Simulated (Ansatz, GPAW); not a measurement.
# Work function of La/Cu(111) at several levels, part 3 of 3

How far do functional and basis move the work function of La/Cu(111)?

GPAW 26.7.0 and Ansatz 0.2.0; Ansatz plane waves; slab in vacuum with a dipole correction, relaxation; PAW set soft_1 (the session's first sound run).

So far, upper work function (eV): step 2 (relaxing the atoms, PBE) 2.61; step 3 (plane waves, PBE) 2.62; step 7 (real-space grid: mode = "fd", PBE, GPAW) 2.61.

## Step 8: A second plane-wave code

A second program with its own datasets checks the number independently.

This step: Ansatz plane waves; slab in vacuum with a dipole correction; PAW set soft_1 (Ansatz 0.2.0).

File input.yaml:

```yaml
crystal:
  lattice:
    - [5.1053109602, 0.0, 0.0]
    - [2.5526554801, 4.4213289857, 0.0]
    - [0.0, 0.0, 25.4927687825]
  atoms:
    - { symbol: Cu, position: [0.0, 0.0, 0.3138144808] }
    - { symbol: Cu, position: [0.1666666667, 0.1666666667, 0.3955723506] }
    - { symbol: Cu, position: [0.3333333333, 0.3333333333, 0.4773302205] }
    - { symbol: Cu, position: [-0.0030242673, -0.0030242673, 0.5585161573] }
    - { symbol: Cu, position: [0.0, 0.5, 0.3138144808] }
    - { symbol: Cu, position: [0.1666666666, 0.6666666667, 0.3955723506] }
    - { symbol: Cu, position: [0.3333333333, 0.8333333333, 0.4773302205] }
    - { symbol: Cu, position: [-0.0030242673, 0.5060485347, 0.5585161573] }
    - { symbol: Cu, position: [0.5, 0.0, 0.3138144808] }
    - { symbol: Cu, position: [0.6666666667, 0.1666666666, 0.3955723506] }
    - { symbol: Cu, position: [0.8333333333, 0.3333333333, 0.4773302205] }
    - { symbol: Cu, position: [0.5060485347, -0.0030242673, 0.5585161573] }
    - { symbol: Cu, position: [0.5, 0.5, 0.3138144808] }
    - { symbol: Cu, position: [0.6666666667, 0.6666666667, 0.3955723506] }
    - { symbol: Cu, position: [0.8333333333, 0.8333333333, 0.4773302205] }
    - { symbol: Cu, position: [0.5, 0.5, 0.5740912262] }
    - { symbol: La, position: [0.1666666667, 0.1666666667, 0.6499364516] }
kpoints:
  mp_grid: { grid: [7, 7, 1] }
hamiltonian:
  xc: pbe
  pseudopotentials: { kind: paw, azcp: { folder: soft_1 } }
scf:
  occupations: { method: fermi_dirac, width: 0.1 }
efield:
  axis: 3
  dipole_correction: true
  ramp_width: 0.05
output:
  forces: true
  write_potential: true
  write_density: true
  volumetric_format: npy
  elf: true
```

The run is started by

```
$ ansatz run input.yaml --threads 4 --pin off --max-ram 8192MiB --backend cpu --events-out ev --progress --plain --runs-dir out
```

Numbers of over 12 decimals in the logs are rounded to 6 here.

What it wrote:

```text
[...]
Crystal: 17 atoms, lattice volume = 575.429 Å³
Basis set: ecut = 420 eV, 11323 PW (Γ), exchange–correlation on 72×72×360 points (8 copies of the dense FFT grid, shifted against one another)
Bands: 189, of which v1, the nominal top of the filled ones, is band 158 counted from 1 (157 counted from 0)
Symmetry: 6 space group operations
[...]
k-points: 8 of 49 (time reversal used)
[...]
SCF iter   1: F=—  HF=-112265.406900 eV  |F-HF|=—  |Δ(HF+E_count)|=         —  Δρ=1.58e-1  dr2=1.00e2  ethr=3.10e-3  p=0.000 e·Å  D=3.27e-5 V/Å  ΔV_dip=-0.00 eV  dr2_dipole=1.85e0  V_vac-E_F(+/−)=4.45/4.45 eV  ⟨swp⟩=7.5  Hψ=6196  notcnv=0  defer=17
[...]
SCF iter  18: F=-112249.913548 eV  HF=-112249.913548 eV  |F-HF|=2.15e-8  |Δ(HF+E_count)|=   1.48e-7  Δρ=2.48e-6  dr2=4.85e-8  ethr=3.17e-11  p=0.274 e·Å  D=8.63e-2 V/Å  ΔV_dip=-2.20 eV  dr2_dipole=9.19e-11  V_vac-E_F(+/−)=2.61/4.81 eV  ⟨swp⟩=18.9  Hψ=12168  notcnv=0
SCF 1 converged in 18 iterations: F = -112249.913548 eV  dr2 = 4.85e-8
[...]
SCF converged after 18 iterations
Free energy (F): -112249.913548 eV
[...]
Internal energy: -112249.608071 eV  (E = F + TS)
E sigma→0 (E₀):  -112249.760810 eV
Entropy (-TS):   -0.305477 eV (-17.969 meV/atom)
Fermi energy:    3.964877 eV
Dipole field:    D = 0.086251 V/Å  (p = 0.274281 e·Å, saw-weighted, corrected)
Work function:   Φ+ = 2.6100 eV   Φ− = 4.8088 eV
[...]
--- Forces (eV/Å), atoms counted from 1 ---
  atom   1  Cu     0.01940129     0.01120134     0.00587184
  atom   2  Cu    -0.00000000    -0.00000000    -0.03171753
  atom   3  Cu     0.12932840     0.07466779     0.13047051
  atom   4  Cu    -0.00733539    -0.00423509    -0.01763116
  atom   5  Cu    -0.00000000    -0.02240268     0.00587184
  atom   6  Cu     0.02119183    -0.01223511     0.01828354
  atom   7  Cu     0.00000000    -0.14933558     0.13047051
  atom   8  Cu    -0.00000000     0.00847018    -0.01763116
  atom   9  Cu    -0.01940129     0.01120134     0.00587184
  atom  10  Cu    -0.00000000     0.02447021     0.01828354
  atom  11  Cu    -0.12932840     0.07466779     0.13047051
  atom  12  Cu     0.00733539    -0.00423509    -0.01763116
  atom  13  Cu    -0.00000000    -0.00000000    -0.04266352
  atom  14  Cu    -0.02119183    -0.01223511     0.01828354
  atom  15  Cu    -0.00000000    -0.00000000    -0.35892613
  atom  16  Cu     0.00000000    -0.00000000     0.00316547
  atom  17  La    -0.00000000    -0.00000000     0.01903805
  max |Σ_I F_I| component: 1.19e-4 eV/Å
--- Band table (eV; the first three rows and the last of 8) ---
  k-point 0: bands = [... 154 lower, 3.4503, 3.4503, 4.1453, 4.2430, 4.2430, 4.3017, 4.6728, 4.7619, ... 27 higher]
  k-point 1: bands = [... 154 lower, 3.4713, 3.5616, 3.5696, 4.0790, 4.1405, 4.1749, 4.4380, 4.6558, ... 27 higher]
  k-point 2: bands = [... 154 lower, 3.3282, 3.6388, 3.6688, 4.0154, 4.0398, 4.0638, 4.5622, 4.6947, ... 27 higher]
  k-point 7: bands = [... 154 lower, 2.6658, 3.0971, 3.2589, 4.0606, 4.3140, 4.3993, 4.7022, 4.7627, ... 27 higher]
```

It took 68 s on 4 threads of Arm Neoverse V1, shared host; peak memory 2.5 GiB.

Reading the cycles: dr2 is the Hartree energy of the density residual (eV), the measure of convergence; HF is the Harris–Foulkes estimate of the energy, which meets the free energy F at convergence.

This step gave:

- free energy: -112249.9135 eV
- upper work function: 2.610 eV
- lower work function: 4.809 eV
- dipole along the normal: 0.2743 e·Å
- dipole field: 0.08625 V/Å
- vacuum level above: 6.575 eV
- vacuum level below: 8.774 eV

The electrostatic potential energy of an electron (with the applied field's), less the Fermi level, planar mean oscillates, so the rows of the table below give means over windows of 2.12 Å about each position, cut where the curve ends. Its maxima inside the range that stand out by 2 % of the span (Å: eV): 9.1: -0.0517, 11.2: -0.149, 13.2: 0.0787, 15.4: -0.337. Its minima: 7.9: -19.7, 10.1: -20.1, 12.2: -20.1, 14.3: -18.7, 16.7: -5.42.

Table of electrostatic potential energy of an electron (with the applied field's), less the Fermi level, planar mean by z; means over each step:

z (Å), electrostatic potential energy of an electron (with the applied field's), less the Fermi level, planar mean (eV) and a bar from the least value:
```
     1.06        4.8 ##############################
     3.18        4.8 ##############################
     5.30        4.7 ##############################
     7.42       -7.4 #####
     9.54       -9.8 
    11.66       -9.8 
    13.78       -9.1 #
    15.90       -3.7 #############
    18.02       -0.1 ####################
    20.14        2.5 #########################
    22.26        2.6 #########################
    24.38        3.0 ##########################
```

The valence density, planar mean oscillates, so the rows of the table below give means over windows of 2.12 Å about each position, cut where the curve ends. Its maxima inside the range that stand out by 2 % of the span (Å: e/Å³): 7.9: 4.68, 10.1: 4.86, 12.2: 4.89, 14.3: 4.03, 16.6: 0.281. Its minima: 9.1: 0.244, 11.2: 0.249, 13.2: 0.229, 15.6: 0.174.

Valence density, planar mean against z; means over each step:

```
z (Å)  valence density, planar mean (e/Å³)
 3.18                               1.9e-5
 5.30                              0.00427
 7.42                                 1.47
 9.54                                 1.60
11.66                                 1.60
13.78                                 1.53
15.90                                0.319
18.02                               0.0620
20.14                              0.00136
22.26                               4.3e-5
```

Force by atom:

```
atom  x (eV/Å)  y (eV/Å)  z (eV/Å)   size
 Cu1     0.019     0.011     0.006  0.023
 Cu2     0.000     0.000    -0.032  0.032
 Cu3     0.129     0.075     0.130  0.198
 Cu4    -0.007    -0.004    -0.018  0.020
 Cu5     0.000    -0.022     0.006  0.023
 Cu6     0.021    -0.012     0.018  0.031
 Cu7     0.000    -0.149     0.130  0.198
 Cu8     0.000     0.008    -0.018  0.020
 Cu9    -0.019     0.011     0.006  0.023
Cu10     0.000     0.024     0.018  0.031
Cu11    -0.129     0.075     0.130  0.198
Cu12     0.007    -0.004    -0.018  0.020
Cu13     0.000     0.000    -0.043  0.043
Cu14    -0.021    -0.012     0.018  0.031
Cu15     0.000     0.000    -0.359  0.359
Cu16     0.000     0.000     0.003  0.003
La17     0.000     0.000     0.019  0.019
```

ELF in the ca plane at fractional y = 0.167, with atoms of Cu and La within 0.2 Å of it. It is the smooth field of the valence electrons, not physical close to the nuclei.

Values, 8 rows by 16 columns, each cell a mean:
```
0.16 0.20 0.20 0.22 0.16 0.19 0.17 0.21 0.26 0.39 0.12 0.12 0.07 0.02 0.00 0.00
0.19 0.20 0.18 0.19 0.19 0.21 0.19 0.24 0.23 0.10 0.15 0.19 0.08 0.02 0.00 0.00
0.28 0.21 0.43 0.19 0.28 0.24 0.25 0.30 0.31 0.22 0.27 0.24 0.09 0.02 0.00 0.00
0.19 0.20 0.18 0.19 0.19 0.21 0.19 0.24 0.23 0.10 0.16 0.19 0.09 0.02 0.00 0.00
0.16 0.20 0.20 0.22 0.16 0.19 0.17 0.21 0.26 0.38 0.12 0.12 0.07 0.02 0.00 0.00
0.19 0.20 0.18 0.19 0.19 0.20 0.19 0.24 0.62 0.75 0.35 0.09 0.06 0.02 0.00 0.00
0.28 0.21 0.43 0.19 0.26 0.23 0.27 0.29 0.56 0.43 0.48 0.08 0.06 0.02 0.00 0.00
0.19 0.20 0.18 0.19 0.19 0.21 0.20 0.24 0.63 0.75 0.35 0.09 0.06 0.02 0.00 0.00
```
Columns run along c (16.0 Å, from fractional 0.30 to 0.93 of the cell), rows up along a (5.1 Å). Atoms in or near the plane, at fractional coordinates: Cu at (0.40, 0.17), Cu at (0.40, 0.67), La at (0.65, 0.17).

Valence density in the ca plane at fractional y = 0.167, with atoms of Cu and La within 0.2 Å of it. It is the smooth field of the valence electrons, not physical close to the nuclei.

Ten steps, logarithmic in the rise over the least value, from '0' (0 e/Å³) to '9' (49 e/Å³), each cell a mean:
```
22210011000122101122100111100000000000000000
22110011100122101122100000000000000000000000
11100133210111100111000000000000000000000000
00001378520000000000000000000000000000000000
00001499720000000000000000000000000000000000
01001367510000000010000000000000000000000000
11100122110111100111100000000000000000000000
22210011000122101122100000000000000000000000
22110011100122101122100111100000000000000000
11100133210111100111101222210000000000000000
00001378520000000000012233321000000000000000
00001499720000000000012333321000000000000000
01001367510000000000011233320000000000000000
11100122110111100111101222210000000000000000
```
Columns run along c (16.0 Å, from fractional 0.30 to 0.93 of the cell), rows up along a (5.1 Å). Atoms in or near the plane, at fractional coordinates: Cu at (0.40, 0.17), Cu at (0.40, 0.67), La at (0.65, 0.17).

Electrostatic potential energy in the ca plane at fractional y = 0.167, with atoms of Cu and La within 0.2 Å of it. With pseudopotentials it is smooth inside the atoms' cores, unlike the true potential.

Values in eV, 8 rows by 16 columns, each cell a mean:
```
-16   2   2   4 -14  -2 -11  -2  -1  -4   4   6   7   7   7   7
 -2   1 -23  -3  -2   3   0   3   6   5   6   7   7   7   7   7
  4  -3 -39 -14   5   6   5   6   7   7   7   7   7   7   7   7
 -2   1 -25  -3  -1   4  -1   3   6   5   6   7   7   7   7   7
-16   2   2   4 -14  -2 -11  -2  -1  -4   4   6   7   7   7   7
 -2   1 -23  -3  -2   3   0   1 -21 -28  -1   6   7   7   7   7
  4  -3 -39 -14   5   6   6   2 -27 -26  -5   5   7   7   7   7
 -2   1 -25  -3  -1   4   0   1 -22 -29  -1   6   7   7   7   7
```
Columns run along c (16.0 Å, from fractional 0.30 to 0.93 of the cell; values clipped at the 3rd and 97th percentile), rows up along a (5.1 Å). Atoms in or near the plane, at fractional coordinates: Cu at (0.40, 0.17), Cu at (0.40, 0.67), La at (0.65, 0.17).

The upper face's work function is 2.610 eV, against 2.616 eV in the first plane-wave PBE run at this geometry.

## Step 9: Side by side

Results and costs are gathered.

This step: comparison of work functions, dipole and cost; PAW set soft_1 (GPAW 26.7.0).

Ladder, by row:

```
  step    code  work function, upper (eV)  work function, lower (eV)  dipole (e Å)  wall time (s)  peak memory (GiB)  threads
    pw    GPAW                      2.616                      4.794        0.2712           1872               0.84        1
    fd    GPAW                      2.614                      4.786        0.2706           7408               4.18        1
ansatz  Ansatz                       2.61                      4.809        0.2743          67.58               2.45        4
```

## Step 10: A changed run

One more run, with changed settings.

This step: GPAW, PAW setups; slab in vacuum (GPAW 26.7.0).

File run.py:

```python
import json
import numpy as np
from ase import Atoms
from gpaw import GPAW, PW

slab = Atoms(
    ['Cu', 'Cu', 'Cu', 'Cu', 'Cu', 'Cu', 'Cu', 'Cu', 'Cu', 'Cu', 'Cu', 'Cu', 'Cu', 'Cu', 'Cu', 'Cu', 'La'],
    positions=[
        [-0.00000, 0.00000, 8.00000],
        [1.27633, 0.73689, 10.08423],
        [2.55266, 1.47378, 12.16847],
        [-0.02316, -0.01337, 14.23812],
        [1.27633, 2.21066, 8.00000],
        [2.55266, 2.94755, 10.08423],
        [3.82898, 3.68444, 12.16847],
        [1.27633, 2.23741, 14.23812],
        [2.55266, 0.00000, 8.00000],
        [3.82898, 0.73689, 10.08423],
        [5.10531, 1.47378, 12.16847],
        [2.57582, -0.01337, 14.23812],
        [3.82898, 2.21066, 8.00000],
        [5.10531, 2.94755, 10.08423],
        [6.38164, 3.68444, 12.16847],
        [3.82898, 2.21066, 14.63517],
        [1.27633, 0.73689, 16.56868]],
    cell=[[5.10531, 0.0, 0.0], [2.55266, 4.42133, 0.0], [0.0, 0.0, 25.49277]],
    pbc=[True, True, False])

slab.calc = GPAW(mode=PW(100), xc='PBE', kpts={'size': (7, 7, 1), 'gamma': True},
                 occupations={'name': 'fermi-dirac', 'width': 0.1}, nbands='160%',
                 convergence={'density': 1e-05}, maxiter=50,
                 poissonsolver={'dipolelayer': 'xy'},
                 symmetry={'tolerance': 1e-3}, txt='slab.txt')
result = {}
energy = slab.get_potential_energy()
fermi = slab.calc.get_fermi_level()
v = slab.calc.get_electrostatic_potential().mean((0, 1)) - fermi
n = slab.calc.get_pseudo_density().mean((0, 1))
L = slab.cell[2, 2]
z = np.arange(len(v)) * L / len(v)
low, high = slab.positions[:, 2].min(), slab.positions[:, 2].max()
below, above = np.interp([low - 5.8, high + 5.8], z, v)
slopes = [np.interp(x, z, np.gradient(v, z)) for x in (low - 5.8, high + 5.8)]
eps = np.array([[slab.calc.get_eigenvalues(k, s) for k in range(len(slab.calc.get_ibz_k_points()))]
                for s in range(slab.calc.get_number_of_spins())]) - fermi
top, bottom = eps[eps < 0].max(), eps[eps > 0].min()
dipole = slab.get_dipole_moment()[2]
print(f'energy {energy:.4f} eV, Fermi level {fermi:.4f} eV, dipole {dipole:.5f} e A')
print(f'potential 5.8 A off the faces, from the Fermi level: lower {below:.4f} eV, upper {above:.4f} eV')
print(f'slope of the potential there: lower {slopes[0]:.5f}, upper {slopes[1]:.5f} eV/A')
print(f'nearest levels on the mesh: {top:.4f} and {bottom:.4f} eV')
print('magnetic moment', round(slab.get_magnetic_moment(), 3))
result.update(energy=energy, fermi=fermi, dipole=dipole, below=below, above=above, slopes=slopes, edges=[top, bottom],
              z=z.tolist(), v=v.tolist(), n=n.tolist(), positions=slab.positions.tolist(),
              forces=slab.get_forces(apply_constraint=False).tolist(), moments=slab.get_magnetic_moments().tolist())
json.dump(result, open('result.json', 'w'))
```

The run is started by

```
$ OMP_NUM_THREADS=1 OPENBLAS_NUM_THREADS=1 python run.py
```

What it wrote:

```text
energy 3454.1621 eV, Fermi level -6.1765 eV, dipole 1.05086 e A
potential 5.8 A off the faces, from the Fermi level: lower 26.2971 eV, upper 16.6659 eV
slope of the potential there: lower -1.17103, upper 1.53976 eV/A
nearest levels on the mesh: -0.0116 and 0.0067 eV
magnetic moment 0.0
```

Wall time 8.1 min (1 thread); peak memory 0.25 GiB.

The run finished. A setting was moved off its sound value on purpose, so it serves as a test and not as the result.

The fault put into the input: a cutoff far too low (ecut = 100).

Side by side:

```
                     quantity  this run  sound run  difference
dipole along the normal (e·Å)    1.0509    0.27124       0.780
```

The two runs differ clearly in the dipole along the normal: 1.05 e·Å against 0.271 e·Å.

## Step 11: Results

```json
{
 "work function, upper and lower face": "2.616 and 4.794 eV",
 "dipole along the normal": "0.271 e Å"
}
```

**Reading.** With plane waves and PBE the work function is 2.62 eV on the upper face and 4.79 eV on the lower. The two faces differ by 2.2 eV, the step that the slab's dipole makes (e p/(ε0 A) gives 2.2 eV), so the dipole layer is needed. Over the sound runs of the table the upper face's work function spans 2.610 (ansatz) to 2.616 eV (pw). The two plane-wave codes differ by 0.0060 eV on the upper face. The cell of 22.6 Å² holds one La, started on one chosen site; other sites and coverages weren't tried. The in-plane lattice was kept as typed, which isn't the functional's own and leaves some strain; spin-orbit coupling and temperature are left out.

[Logs are printed without paths, hosts, clocks, repeated set-up lines and the standing remarks that a program may print on its own settings, such as how far it seeks lower states.]

[Hosts, paths, dates, database ids (printed as entryN), source tags and the programs' standing remarks are cut or masked in the printed files.]
